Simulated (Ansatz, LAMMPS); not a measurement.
**Squeezing and shearing glassy 73SiO2-12SrO-7K2O-7P2O5 (mol %) (130 atoms)**

How stiff is glassy 73SiO2-12SrO-7K2O-7P2O5 (mol %) (130 atoms), and how do its levels respond to strain?

Main program and level: Ansatz 0.2.0; Kohn-Sham DFT, PBE, PAW (set soft_2), plane waves.

## Step 1: Set-up

The cell holds 130 atoms: 30 Si, 5 Sr, 6 K, 6 P and 83 O. Cell: a = 12.503 Å, b = 12.503 Å, c = 12.503 Å, α = 90.0°, β = 90.0°, γ = 90.0°. 130 atoms (30 Si, 5 Sr, 6 K, 6 P, 83 O) placed at random at 2.55 g/cm³, melted at 4000 K for 10 ps at fixed volume with the Morse and Coulomb pair potential with partial charges (Pedone, Malavasi, Menziani, Cormack and Segre, J. Phys. Chem. B 110, 11780 (2006)). Quenched from 4000 K to 300 K at 50 K/ps and fixed volume, held 10 ps at zero pressure, then minimised at fixed cell.

What the set-up can't give: The quench rate of 50 K/ps far exceeds what a furnace or splat quench reaches, so expect more defects and frozen-in strain than in a real sample. The starting topology of bonds comes from the classical model, and needn't be the one that DFT or experiment would give. Only the Γ point is sampled.

## Step 2: Single point at the start

A single point comes first, to see the forces before anything moves.

input.yaml

```yaml
crystal:
  lattice:
    - [12.50281, 0.0, 0.0]
    - [0.0, 12.50281, 0.0]
    - [0.0, 0.0, 12.50281]
  atoms:
    - { symbol: Si, position: [0.21821, 0.61038, 0.04911] }
    - { symbol: Si, position: [0.94058, 0.41263, 0.58985] }
    - { symbol: Si, position: [0.8678, 0.61476, 0.91058] }
    - { symbol: Si, position: [0.91497, 0.38308, 0.01095] }
    - { symbol: Si, position: [0.18262, 0.04714, 0.47225] }
    - { symbol: Si, position: [0.64714, 0.51143, 0.92276] }
    - { symbol: Si, position: [0.15779, 0.36354, 0.01282] }
    - { symbol: Si, position: [0.30894, 0.37236, 0.60414] }
    - { symbol: Si, position: [0.14355, 0.28782, 0.76959] }
    - { symbol: Si, position: [0.27008, 0.61609, 0.30356] }
    - { symbol: Si, position: [0.40896, 0.99714, 0.8818] }
    - { symbol: Si, position: [0.00721, 0.92863, 0.73264] }
    - { symbol: Si, position: [0.22309, 0.0605, 0.72383] }
    - { symbol: Si, position: [0.75128, 0.57916, 0.5433] }
    - { symbol: Si, position: [0.04763, 0.56403, 0.74923] }
    - { symbol: Si, position: [0.88811, 0.58797, 0.26761] }
    - { symbol: Si, position: [0.80658, 0.07403, 0.68619] }
    - { symbol: Si, position: [0.72864, 0.43099, 0.15409] }
    - { symbol: Si, position: [0.87232, 0.75942, 0.44878] }
    - { symbol: Si, position: [0.70858, 0.40742, 0.70932] }
    - { symbol: Si, position: [0.93375, 0.20797, 0.8401] }
    - { symbol: Si, position: [0.94502, 0.99837, 0.39968] }
    - { symbol: Si, position: [0.07597, 0.89839, 0.22156] }
    - { symbol: Si, position: [0.51712, 0.24935, 0.69126] }
    - { symbol: Si, position: [0.99475, 0.71596, 0.07905] }
    - { symbol: Si, position: [0.57253, 0.00246, 0.69897] }
    - { symbol: Si, position: [0.27281, 0.82206, 0.44069] }
    - { symbol: Si, position: [0.69882, 0.07315, 0.04332] }
    - { symbol: Si, position: [0.07738, 0.46854, 0.38553] }
    - { symbol: Si, position: [0.83559, 0.21, 0.47924] }
    - { symbol: Sr, position: [0.92577, 0.97424, 0.0072] }
    - { symbol: Sr, position: [0.29821, 0.1086, 0.13575] }
    [... 92 atom lines left out ...]
    - { symbol: O, position: [0.20855, 0.35326, 0.68093] }
    - { symbol: O, position: [0.52007, 0.98244, 0.81613] }
    - { symbol: O, position: [0.40795, 0.29589, 0.64742] }
    - { symbol: O, position: [0.66426, 0.47288, 0.04918] }
    - { symbol: O, position: [0.53161, 0.7124, 0.55778] }
    - { symbol: O, position: [0.48432, 0.29215, 0.024] }
kpoints:
  mp_grid: { grid: [1, 1, 1] }
hamiltonian:
  xc: pbe
scf:
  occupations: { method: fixed }
output:
  forces: true
```

Run with:

```
> ansatz run input.yaml --threads 4 --pin off --max-ram 8192MiB --backend cpu --events-out ev --progress --plain --runs-dir out
```

Numbers of over 12 decimals in the logs are rounded to 6 here.

Output:

```text
Engine: ansatz 0.2.0, x86_64-unknown-linux-gnu
Pseudopotentials: kind: paw
Pseudopotential: Si, paw, valence charge 4, recommended cutoff 420 eV (normal), Si.paw.azcp
Pseudopotential: Sr, paw, valence charge 10, recommended cutoff 420 eV (normal), Sr.paw.azcp
Pseudopotential: K, paw, valence charge 9, recommended cutoff 420 eV (normal), K.paw.azcp
Pseudopotential: P, paw, valence charge 5, recommended cutoff 420 eV (normal), P.paw.azcp
Pseudopotential: O, paw, valence charge 6, recommended cutoff 420 eV (normal), O.paw.azcp
[... 5 lines on functional and potentials left out ...]
Crystal: 130 atoms, lattice volume = 1954.442 Å³
Basis set: ecut = 420 eV, 38161 PW (Γ), exchange–correlation on 180×180×180 points (8 copies of the dense FFT grid, shifted against one another)
Bands: 506, of which v1, the nominal top of the filled ones, is band 376 counted from 1 (375 counted from 0)
Symmetry: 1 space group operations
Space group: P1 (ITA 1), of the structure as read, at distance tolerance 1.3e-4 Å
k-points: 1
[... 11 lines on functional and potentials left out ...]
Initial density: superposition of atomic densities (neutral atoms: chi_scale 0, normalization atom), corrected by the library's trained network
Initial wavefunctions: pseudopotential atomic-orbital guess
Functional: x = pbe(κ = 0.804, μ = 0.219515), c = pbe(β = 0.066725)
SCF iter   1: F=—  HF=-97777.482584 eV  |F-HF|=—  |Δ(HF+E_count)|=         —  Δρ=2.44e-3  dr2=1.75e-1  ethr=1.77e-3  ⟨swp⟩=7.0  Hψ=1812  notcnv=0  defer=128
preconditioner: auto → Resta (q_TF=auto, 2.327 Å⁻¹)  ε∞=2.9  [insulator: Δε(μ)=2.865 eV  Ē_g=16.350 eV  n_scr=436 (ndim 8)  ℏωp=22.7 eV  f_vac=0.183  ε∞_Penn≈2.9]
SCF iter   2: F=—  HF=-97777.454609 eV  |F-HF|=—  |Δ(HF+E_count)|=   2.80e-2  Δρ=1.24e-3  dr2=3.94e-2  ethr=2.33e-5  ⟨swp⟩=5.0  Hψ=841  notcnv=0  defer=128
SCF iter   3: F=—  HF=-97777.455274 eV  |F-HF|=—  |Δ(HF+E_count)|=   6.65e-4  Δρ=5.62e-4  dr2=1.03e-2  ethr=5.25e-6  ⟨swp⟩=4.0  Hψ=675  notcnv=0  defer=116
automatic band count: iteration 3 solves 494 bands in place of 506: the levels show a gap, and the empty bands left out lie too high to hold charge; the band table lists the bands solved (type scf.n_extra_bands for more)
SCF iter   4: F=—  HF=-97777.454334 eV  |F-HF|=—  |Δ(HF+E_count)|=   9.40e-4  Δρ=2.36e-4  dr2=1.22e-3  ethr=1.37e-6  ⟨swp⟩=3.0  Hψ=725  notcnv=0  defer=116
SCF iter   5: F=—  HF=-97777.454301 eV  |F-HF|=—  |Δ(HF+E_count)|=   3.27e-5  Δρ=1.24e-4  dr2=2.79e-4  ethr=1.62e-7  ⟨swp⟩=3.0  Hψ=726  notcnv=0  defer=116
SCF iter   6: F=—  HF=-97777.454308 eV  |F-HF|=—  |Δ(HF+E_count)|=   6.53e-6  Δρ=3.48e-5  dr2=2.38e-5  ethr=3.71e-8  ⟨swp⟩=3.0  Hψ=694  notcnv=0  defer=116
SCF iter   7: F=—  HF=-97777.458676 eV  |F-HF|=—  |Δ(HF+E_count)|=   4.37e-3  Δρ=1.77e-5  dr2=5.82e-6  ethr=3.17e-9  ⟨swp⟩=3.0  Hψ=907  notcnv=0  defer=116
SCF iter   8: F=—  HF=-97777.458676 eV  |F-HF|=—  |Δ(HF+E_count)|=   1.42e-7  Δρ=7.21e-6  dr2=1.04e-6  ethr=7.73e-10  ⟨swp⟩=3.0  Hψ=720  notcnv=0  defer=116
SCF iter   9: F=—  HF=-97777.458676 eV  |F-HF|=—  |Δ(HF+E_count)|=   1.34e-7  Δρ=2.09e-6  dr2=1.12e-7  ethr=1.39e-10  ⟨swp⟩=3.0  Hψ=679  notcnv=0  defer=116
SCF iter  10: F=-97777.458676 eV  HF=-97777.458676 eV  |F-HF|=3.43e-8  |Δ(HF+E_count)|=   2.81e-8  Δρ=1.53e-6  dr2=4.04e-8  ethr=1.33e-11  ⟨swp⟩=6.0  Hψ=1487  notcnv=0
SCF 1 converged in 10 iterations: F = -97777.458676 eV  dr2 = 4.04e-8
  greatest PAW one-centre occupation: 0.987 electrons in one spin orbital (limit 2), on the K atom at site 36 (counted from 0), in its partial waves of l = 0
SCF converged after 10 iterations
Free energy (F): -97777.458676 eV
Harris-Foulkes:  -97777.458676 eV  (|F-HF|=3.43e-8)
Internal energy: -97777.458676 eV  (E = F + TS)
E sigma→0 (E₀):  -97777.458676 eV
Fermi energy:    4.360804 eV
--- Per-component energies (eV) ---
  E_band       = -4155.873079
  E_kinetic    = 19408.510313
  E_local      = -55751.056939  (includes V_loc(G=0)·N_el)
  E_nonlocal   = 5985.517890
  E_hartree    = 20621.427936
  E_xc         = -9903.201356
  E_vxc        = -11483.370934  (∫ρ·V_xc dr)
  E_paw        = -50168.018356  (= ΣΔE_a)
  E_vpaw       = -3558.536416  (= ΣTr[D̂ρ^β])
  E_aug_tail   = 0.212806  (compensation charges beyond the density's cutoff)
  E_ewald      = -27970.850969
  E_smearing   = -0.000000  (= −TS)
  E_closure    = -0.000000  (closes the sum)
  Σ components = -97777.458676   (vs F -97777.458676, Δ=0.00e0)
--- Forces (eV/Å), atoms counted from 1 ---
  atom   1  Si    -1.29641613    -0.72850479     1.96564286
  atom   2  Si    -2.45395658     1.55371712    -0.54837344
  atom   3  Si     0.80009967    -2.98349312     0.29016618
  atom   4  Si     0.14526284     1.24429493    -1.46177562
  atom   5  Si    -1.10903916    -0.15756537     1.24004058
  atom   6  Si     2.23750712    -0.65723440    -0.64265668
  atom   7  Si    -1.34046187     0.29659052    -1.26799354
  atom   8  Si    -0.01081697    -1.20763062     0.48331075
  atom   9  Si    -0.69320843    -1.69489371     0.58745531
  atom  10  Si    -1.04423263    -1.23777221    -0.13631638
  atom  11  Si     1.11359528     2.68626166    -1.98703979
  atom  12  Si    -0.07937207     0.70744077    -0.48958509
  atom  13  Si    -0.78477746     0.34734093    -0.76247423
  atom  14  Si     1.73577236    -1.90156660     0.71723564
[...]
atom 129  O      0.82905238    -0.36815709    -0.80746917
  atom 130  O     -0.78590296     0.75032638     0.51038763
  max |Σ_I F_I| component: 4.54e-5 eV/Å
```

It took 19 s on 4 threads of AMD EPYC 9R14 (Zen 4), shared host; peak memory 2.8 GiB; 73 s of CPU time.

In the SCF lines HF is the Harris–Foulkes energy and dr2 the Hartree energy of the density residual, in eV; the loop may stop once dr2 is under the threshold and the program's other checks hold. Hψ counts applications of the Hamiltonian.

The r.m.s. force at the start is 0.99 eV/Å.

## Step 3: Cell and atoms relaxed

The cell is relaxed with the atoms, since the starting lattice needn't suit this functional.

input.yaml

```yaml
crystal:
  lattice:
    - [12.50281, 0.0, 0.0]
    - [0.0, 12.50281, 0.0]
    - [0.0, 0.0, 12.50281]
  atoms:
    [... the 130 atom lines of step 2 ...]
kpoints:
  mp_grid: { grid: [1, 1, 1] }
hamiltonian:
  xc: pbe
scf:
  occupations: { method: fixed }
output:
  forces: true
relax:
  f_tol: 0.05
  max_steps: 150
  cell: {}
```

Output:

```text
[...]
Crystal: 130 atoms, lattice volume = 1954.442 Å³
Basis set: ecut = 420 eV, 38161 PW (Γ), exchange–correlation on 180×180×180 points (8 copies of the dense FFT grid, shifted against one another)
Bands: 506, of which v1, the nominal top of the filled ones, is band 376 counted from 1 (375 counted from 0)
Symmetry: 1 space group operations
[...]
k-points: 1
[...]
SCF iter   1: F=—  HF=-97777.482585 eV  |F-HF|=—  |Δ(HF+E_count)|=         —  Δρ=2.44e-3  dr2=1.75e-1  ethr=1.77e-3  ⟨swp⟩=7.0  Hψ=1812  notcnv=0  defer=128
[...]
SCF iter  10: F=-97777.458676 eV  HF=-97777.458676 eV  |F-HF|=3.43e-8  |Δ(HF+E_count)|=   2.81e-8  Δρ=1.53e-6  dr2=4.04e-8  ethr=1.33e-11  ⟨swp⟩=6.0  Hψ=1487  notcnv=0
SCF 1 converged in 10 iterations: F = -97777.458676 eV  dr2 = 4.04e-8
[...]
relax step   1: F+E_penalty+E_count = -97777.45867569 eV  Δ(F+E_penalty+E_count) = +0.000e0 eV  max|allowed force component| = 2.983e0 eV/Å  Δτ_max = 0.0000 Å  P = +3.889 GPa  Ω = 1954.442 Å³  (10 SCF iters, dr2 threshold 1.00e-7 eV, accepted)
[... from here on, the SCF cycles and remarks between the steps are left out ...]
relax step   2: F+E_penalty+E_count = -97781.10963805 eV  Δ(F+E_penalty+E_count) = -3.651e0 eV  max|allowed force component| = 2.064e0 eV/Å  Δτ_max = 0.1950 Å  P = +2.646 GPa  Ω = 1943.907 Å³  energy of the carried Pulay correction = +3.294e-2 eV  (8 SCF iters, dr2 threshold 1.30e-5 eV, accepted)
relax step   3: F+E_penalty+E_count = -97783.35198168 eV  Δ(F+E_penalty+E_count) = -2.242e0 eV  max|allowed force component| = 1.241e0 eV/Å  Δτ_max = 0.1944 Å  P = +0.127 GPa  Ω = 1954.847 Å³  energy of the carried Pulay correction = -1.263e-3 eV  (8 SCF iters, dr2 threshold 1.30e-5 eV, accepted)
relax step   4: F+E_penalty+E_count = -97784.13744039 eV  Δ(F+E_penalty+E_count) = -7.855e-1 eV  max|allowed force component| = 7.951e-1 eV/Å  Δτ_max = 0.1973 Å  P = -0.495 GPa  Ω = 1957.132 Å³  energy of the carried Pulay correction = -8.381e-3 eV  (7 SCF iters, dr2 threshold 1.30e-5 eV, accepted)
relax step   5: F+E_penalty+E_count = -97784.83872714 eV  Δ(F+E_penalty+E_count) = -7.013e-1 eV  max|allowed force component| = 9.167e-1 eV/Å  Δτ_max = 0.1936 Å  P = -0.421 GPa  Ω = 1948.072 Å³  energy of the carried Pulay correction = +1.990e-2 eV  (7 SCF iters, dr2 threshold 1.30e-5 eV, accepted)
relax step   6: F+E_penalty+E_count = -97785.29451554 eV  Δ(F+E_penalty+E_count) = -4.558e-1 eV  max|allowed force component| = 9.210e-1 eV/Å  Δτ_max = 0.1949 Å  P = -0.158 GPa  Ω = 1938.761 Å³  energy of the carried Pulay correction = +4.910e-2 eV  (7 SCF iters, dr2 threshold 1.30e-5 eV, accepted)
relax step   7: F+E_penalty+E_count = -97785.72858426 eV  Δ(F+E_penalty+E_count) = -4.341e-1 eV  max|allowed force component| = 5.270e-1 eV/Å  Δτ_max = 0.1950 Å  P = -0.018 GPa  Ω = 1932.391 Å³  energy of the carried Pulay correction = +6.916e-2 eV  (7 SCF iters, dr2 threshold 1.30e-5 eV, accepted)
relax step   8: F+E_penalty+E_count = -97785.93321433 eV  Δ(F+E_penalty+E_count) = -2.046e-1 eV  max|allowed force component| = 4.617e-1 eV/Å  Δτ_max = 0.1957 Å  P = +0.154 GPa  Ω = 1933.081 Å³  energy of the carried Pulay correction = +6.698e-2 eV  (7 SCF iters, dr2 threshold 1.30e-5 eV, accepted)
relax step   9: F+E_penalty+E_count = -97786.04139156 eV  Δ(F+E_penalty+E_count) = -1.082e-1 eV  max|allowed force component| = 5.788e-1 eV/Å  Δτ_max = 0.1942 Å  P = -0.170 GPa  Ω = 1938.366 Å³  energy of the carried Pulay correction = +5.034e-2 eV  (7 SCF iters, dr2 threshold 1.30e-5 eV, accepted)
relax step  10: F+E_penalty+E_count = -97786.18920837 eV  Δ(F+E_penalty+E_count) = -1.478e-1 eV  max|allowed force component| = 2.960e-1 eV/Å  Δτ_max = 0.1948 Å  P = -0.017 GPa  Ω = 1936.973 Å³  energy of the carried Pulay correction = +5.472e-2 eV  (7 SCF iters, dr2 threshold 1.30e-5 eV, accepted)
relax step  11: F+E_penalty+E_count = -97786.27739325 eV  Δ(F+E_penalty+E_count) = -8.818e-2 eV  max|allowed force component| = 2.448e-1 eV/Å  Δτ_max = 0.1925 Å  P = -0.044 GPa  Ω = 1937.922 Å³  energy of the carried Pulay correction = +5.174e-2 eV  (7 SCF iters, dr2 threshold 5.48e-6 eV, accepted)
relax step  12: F+E_penalty+E_count = -97786.32410774 eV  Δ(F+E_penalty+E_count) = -4.671e-2 eV  max|allowed force component| = 2.662e-1 eV/Å  Δτ_max = 0.1190 Å  P = +0.014 GPa  Ω = 1936.780 Å³  energy of the carried Pulay correction = +5.533e-2 eV  (7 SCF iters, dr2 threshold 3.74e-6 eV, accepted)
relax step  13: F+E_penalty+E_count = -97786.38261407 eV  Δ(F+E_penalty+E_count) = -5.851e-2 eV  max|allowed force component| = 1.742e-1 eV/Å  Δτ_max = 0.1204 Å  P = +0.037 GPa  Ω = 1935.395 Å³  energy of the carried Pulay correction = +5.969e-2 eV  (7 SCF iters, dr2 threshold 4.43e-6 eV, accepted)
relax step  14: F+E_penalty+E_count = -97786.41503850 eV  Δ(F+E_penalty+E_count) = -3.242e-2 eV  max|allowed force component| = 1.394e-1 eV/Å  Δτ_max = 0.0365 Å  P = -0.015 GPa  Ω = 1936.154 Å³  energy of the carried Pulay correction = +5.730e-2 eV  (7 SCF iters, dr2 threshold 1.90e-6 eV, accepted)
[...]
relax step  26: F+E_penalty+E_count = -97786.69248681 eV  Δ(F+E_penalty+E_count) = -3.878e-2 eV  max|allowed force component| = 4.266e-1 eV/Å  Δτ_max = 0.1450 Å  P = -0.065 GPa  Ω = 1938.281 Å³  energy of the carried Pulay correction = +5.061e-2 eV  (7 SCF iters, dr2 threshold 3.59e-6 eV, accepted)
relax step  27: F+E_penalty+E_count = -97786.74204995 eV  Δ(F+E_penalty+E_count) = -4.956e-2 eV  max|allowed force component| = 2.318e-1 eV/Å  Δτ_max = 0.2000 Å  P = +0.000 GPa  Ω = 1935.738 Å³  energy of the carried Pulay correction = +5.861e-2 eV  (7 SCF iters, dr2 threshold 1.14e-5 eV, accepted)
relax step  28: F+E_penalty+E_count = -97786.75242122 eV  Δ(F+E_penalty+E_count) = -1.037e-2 eV  max|allowed force component| = 1.885e-1 eV/Å  Δτ_max = 0.0742 Å  P = -0.057 GPa  Ω = 1937.367 Å³  energy of the carried Pulay correction = +5.348e-2 eV  (7 SCF iters, dr2 threshold 3.36e-6 eV, accepted)
relax step  29: F+E_penalty+E_count = -97786.76212661 eV  Δ(F+E_penalty+E_count) = -9.705e-3 eV  max|allowed force component| = 3.884e-1 eV/Å  Δτ_max = 0.0614 Å  P = +0.031 GPa  Ω = 1937.598 Å³  energy of the carried Pulay correction = +5.275e-2 eV  (7 SCF iters, dr2 threshold 2.22e-6 eV, accepted)
relax step  30: F+E_penalty+E_count = -97786.62017791 eV  Δ(F+E_penalty+E_count) = +1.419e-1 eV  max|allowed force component| = 8.615e-1 eV/Å  Δτ_max = 0.2000 Å  P = -0.153 GPa  Ω = 1940.164 Å³  energy of the carried Pulay correction = +4.469e-2 eV  (7 SCF iters, dr2 threshold 9.43e-6 eV, rejected (line search))
relax step  31: F+E_penalty+E_count = -97786.80023872 eV  Δ(F+E_penalty+E_count) = -3.811e-2 eV  max|allowed force component| = 1.448e-1 eV/Å  Δτ_max = 0.0963 Å  P = -0.006 GPa  Ω = 1937.381 Å³  energy of the carried Pulay correction = +5.344e-2 eV  (12 SCF iters, accepted)
relax step  32: F+E_penalty+E_count = -97786.81298054 eV  Δ(F+E_penalty+E_count) = -1.274e-2 eV  max|allowed force component| = 1.569e-1 eV/Å  Δτ_max = 0.0589 Å  P = -0.017 GPa  Ω = 1936.112 Å³  energy of the carried Pulay correction = +5.743e-2 eV  (7 SCF iters, dr2 threshold 1.31e-6 eV, accepted)
relax step  33: F+E_penalty+E_count = -97786.81646499 eV  Δ(F+E_penalty+E_count) = -3.484e-3 eV  max|allowed force component| = 6.181e-2 eV/Å  Δτ_max = 0.0169 Å  P = -0.008 GPa  Ω = 1936.331 Å³  energy of the carried Pulay correction = +5.674e-2 eV  (6 SCF iters, dr2 threshold 1.54e-6 eV, accepted)
relax step  34: F+E_penalty+E_count = -97786.81914860 eV  Δ(F+E_penalty+E_count) = -2.684e-3 eV  max|allowed force component| = 4.859e-2 eV/Å  Δτ_max = 0.0180 Å  P = -0.002 GPa  Ω = 1936.325 Å³  energy of the carried Pulay correction = +5.676e-2 eV  (7 SCF iters, dr2 threshold 2.39e-7 eV, accepted)
relax step  35: F+E_penalty+E_count = -97786.87618597 eV  Δ(F+E_penalty+E_count) = -5.704e-2 eV  max|allowed force component| = 4.735e-2 eV/Å  Δτ_max = 0.0000 Å  P = +0.025 GPa  Ω = 1936.325 Å³  stress off target by 2.86e-1 GPa  SCF on the basis re-selected at this cell (its energy is not comparable with the rows above)  (8 SCF iters)
relax step  36: F+E_penalty+E_count = -97786.88032864 eV  Δ(F+E_penalty+E_count) = -4.143e-3 eV  max|allowed force component| = 5.791e-2 eV/Å  Δτ_max = 0.0343 Å  P = -0.022 GPa  Ω = 1938.427 Å³  energy of the carried Pulay correction = -6.566e-3 eV  (8 SCF iters, dr2 threshold 2.05e-7 eV, accepted)
relax step  37: F+E_penalty+E_count = -97786.88472474 eV  Δ(F+E_penalty+E_count) = -4.396e-3 eV  max|allowed force component| = 3.790e-2 eV/Å  Δτ_max = 0.0213 Å  P = -0.001 GPa  Ω = 1938.029 Å³  energy of the carried Pulay correction = -5.294e-3 eV  (7 SCF iters, dr2 threshold 2.10e-7 eV, accepted)
relax step  38: F+E_penalty+E_count = -97786.88712100 eV  Δ(F+E_penalty+E_count) = -2.396e-3 eV  max|allowed force component| = 3.784e-2 eV/Å  Δτ_max = 0.0000 Å  P = +0.005 GPa  Ω = 1938.029 Å³  stress off target by 1.50e-2 GPa  SCF on the basis re-selected at this cell (its energy is not comparable with the rows above)  (6 SCF iters)
[...]
SCF converged after 6 iterations
Free energy (F): -97786.887121 eV
[...]
Internal energy: -97786.887121 eV  (E = F + TS)
E sigma→0 (E₀):  -97786.887121 eV
Fermi energy:    3.702459 eV
[...]
--- Forces (eV/Å), atoms counted from 1 ---
  atom   1  Si    -0.01442935     0.00931631     0.01256656
  atom   2  Si     0.00751919    -0.00927396     0.00844194
  atom   3  Si    -0.01086613     0.01782352    -0.00715070
  atom   4  Si    -0.00985793    -0.00411451     0.00070255
  atom   5  Si     0.00431934    -0.00955808    -0.01009085
  atom   6  Si    -0.01194457     0.00480417     0.00762406
  atom   7  Si    -0.02220535    -0.00995794     0.01202996
  atom   8  Si     0.01294533    -0.01508396     0.00848919
  atom   9  Si    -0.01341397    -0.00194859     0.00294342
  atom  10  Si     0.01399923    -0.00096980     0.01106495
  atom  11  Si     0.01965591    -0.00136802    -0.00673897
  atom  12  Si     0.00106021    -0.01609130     0.01048517
  atom  13  Si    -0.00574842    -0.01562728    -0.00269756
  atom  14  Si     0.01920519     0.00881241    -0.00972172
[...]
atom 129  O     -0.00177587     0.00361818     0.00695234
  atom 130  O      0.00557316    -0.01202811    -0.00578669
  max |Σ_I F_I| component: 2.62e-5 eV/Å
--- Stress (GPa, compression-positive) ---
        0.007692       0.007208       0.001688
        0.007208       0.006260       0.003165
        0.001689       0.003166      -0.000079
  P = ⅓ Tr σ = 0.0046 GPa (0.046 kbar)
--- Relaxed structure (36 steps of the walk, 33 accepted, 2 SCFs on fresh bases) ---
  F+E_penalty+E_count = -97786.88712100 eV   max|allowed force component| = 3.784e-2 eV/Å   (the final SCF, on the basis selected at the relaxed cell)
  cell:  # Å, volume = 1938.0289 Å³
    - [12.484849, -0.301045, -0.343195]
    - [-0.301045, 12.260934, -0.00482311]
    - [-0.343195, -0.00482311, 12.677523]
  atoms:
    - { symbol: Si, position: [0.246502, 0.621092, 0.068890] }
    - { symbol: Si, position: [0.927458, 0.422005, 0.578701] }
    - { symbol: Si, position: [0.898133, 0.621739, 0.916283] }
    - { symbol: Si, position: [0.935674, 0.384019, 0.00756887] }
[...]
- { symbol: O, position: [0.488072, 0.296364, 0.014525] }
```

Elapsed: 10 min, on 4 threads; peak memory 2.9 GiB.

The relaxation converged after 36 steps, with a largest force component of 0.038 eV/Å.

(Continued in part 2 of 3.)

[Logs are printed without paths, hosts, clocks, repeated set-up lines and the standing remarks that a program may print on its own settings, such as how far it seeks lower states.]

[Hosts, paths, dates, database ids (printed as entryN), source tags and the programs' standing remarks are cut or masked in the printed files.]
